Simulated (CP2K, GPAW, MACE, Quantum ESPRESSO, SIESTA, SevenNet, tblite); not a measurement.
**Other levels on random packing of Al77Si23 (at. %) (94 atoms)**

Density of this cell: 2.49 g/cm³. The cell holds 94 atoms: 72 Al and 22 Si. Cell: a = 11.959 Å, b = 11.959 Å, c = 11.959 Å, α = 90.0°, β = 90.0°, γ = 90.0°. 94 atoms (72 Al, 22 Si) packed at random in a cube at 2.49 g/cm³ and pushed apart as soft spheres; a start for melting by ab initio MD, not an equilibrated structure. Then every atom was moved at random, 0.02 Å r.m.s. a Cartesian component.

Geometry: as built.

The reference, a calculation:

* method: Kohn-Sham DFT, PBE, SSSP efficiency 1.3.0 pseudopotentials, plane waves (Quantum ESPRESSO 7.5); sssp-pbe-1.3.0-efficiency, cutoffs 45/360 Ry, Γ point
* r.m.s. force component: 1.473 eV/Å
* longest force: 5.173 eV/Å
* pressure: 14.6 GPa
* time: 5.5 min on 4 MPI ranks of Arm Neoverse V1, shared host
* CPU time: 22 min

Q: Estimate the differences from the reference, the CPU time and the memory of each run.
- MACE MP-0b3 medium potential (MACE MP-0b3 medium; 1 thread)
- CP2K PBEsol, PBE potentials, DZVP-UZH, 350/50 Ry, diagonalisation (CP2K 2026.2; 4 MPI ranks)
- SIESTA PBE, DZP, shift 0.01 Ry, mesh 300 Ry (SIESTA 5.4.2; 2 MPI ranks)
- QE PBE, sssp-1.3.0-efficiency, 20/160 Ry (Quantum ESPRESSO 7.5; 2 MPI ranks)
- MACE MP-0b2 small potential (MACE MP-0b2 small; 1 thread)
- CP2K PBE, TZVP-MOLOPT (SR for Al), 350/50 Ry, diagonalisation (CP2K 2026.2; 4 MPI ranks)
- CP2K PBE, TZV2P-UZH, 350/50 Ry, diagonalisation (CP2K 2026.2; 4 MPI ranks)
- CP2K PBE, DZVP-UZH, 350/50 Ry, diagonalisation (CP2K 2026.2; 4 MPI ranks)
- SevenNet l3i5 potential (SevenNet l3i5; 1 thread)
- CP2K PBE, DZVP-UZH, 122/50 Ry, diagonalisation (CP2K 2026.2; 2 threads)

Differences are against the plane-wave reference, forces as r.m.s. over components; share is that over the reference's r.m.s. force, slope the least-squares factor from reference forces to these. Total energies of different programs have different zeros and aren't compared.

```csv
run,"Δ force, r.m.s. (meV/Å)",share (%),slope,Δ pressure (GPa),cores,CPU time,memory (GiB)
reference,-,-,-,-,4,22 min,5.4
MACE MP-0b3 medium potential,289,19.6,1.052,1.22,1,9.3 s,0.98
"CP2K PBEsol, PBE potentials, DZVP-UZH, 350/50 Ry, diagonalisation",26.3,1.78,1.001,-0.933,4,10 min,3.6
"SIESTA PBE, DZP, shift 0.01 Ry, mesh 300 Ry",89.8,6.10,1.057,1.12,2,17 min,2.5
"QE PBE, sssp-1.3.0-efficiency, 20/160 Ry (coarse)",5.22,0.354,1.002,-0.120,2,9.4 min,1.6
MACE MP-0b2 small potential,291,19.7,1.054,-0.158,1,7.1 s,0.67
"CP2K PBE, TZVP-MOLOPT (SR for Al), 350/50 Ry, diagonalisation",34.4,2.34,0.980,-0.490,4,6.8 min,3.5
"CP2K PBE, TZV2P-UZH, 350/50 Ry, diagonalisation",32.6,2.21,0.980,-0.717,4,30 min,4.9
"CP2K PBE, DZVP-UZH, 350/50 Ry, diagonalisation",42.1,2.86,0.975,-0.617,4,11 min,3.6
SevenNet l3i5 potential,279,18.9,1.035,-0.262,1,11 s,1.3
"CP2K PBE, DZVP-UZH, 122/50 Ry, diagonalisation (coarse)",42.1,2.86,0.975,-0.617,2,10 min,0.85
```

Rows marked coarse were listed beforehand as settings not expected to be converged; some can still land near the reference.

Times of the machine-learned potentials are mostly Python's start and the loading of weights.

CPU time is summed over cores on a shared host, where runs went side by side, so it is rough. Symmetry, cutoffs, thresholds, outputs and thread counts weren't matched or tuned between programs; memory under MPI is the largest rank's times the ranks.

The PBE runs in local orbitals, coarse settings apart, differ by 2.2 % (CP2K PBE, TZV2P-UZH, 350/50 Ry, diagonalisation) to 6.1 % (SIESTA PBE, DZP, shift 0.01 Ry, mesh 300 Ry); basis, grid and potentials can all enter. Machine-learned potentials differ by 19 % (SevenNet l3i5 potential) to 20 % (MACE MP-0b2 small potential); they were trained on other programs' data. Rows with another functional or a dispersion term differ by 1.8 % (CP2K PBEsol, PBE potentials, DZVP-UZH, 350/50 Ry, diagonalisation), which mixes the change of model with differences of basis and potentials, some of them made for another functional. Runs with settings chosen to be coarse differ by 0.35 % (QE PBE, sssp-1.3.0-efficiency, 20/160 Ry) to 2.9 % (CP2K PBE, DZVP-UZH, 122/50 Ry, diagonalisation), their programs' other errors included. Machine-learned potentials mimic data converged in k, so the reference's own k-point error enters their differences. The electronic-structure runs sample only Γ, in a cell whose shortest periodic width is 12 Å, which is coarse for a cell with partly filled levels.

[Logs are printed without paths, hosts, clocks, repeated set-up lines and the standing remarks that a program may print on its own settings, such as how far it seeks lower states.]

[Hosts, paths, dates, database ids (printed as entryN), source tags and the programs' standing remarks are cut or masked in the printed files.]
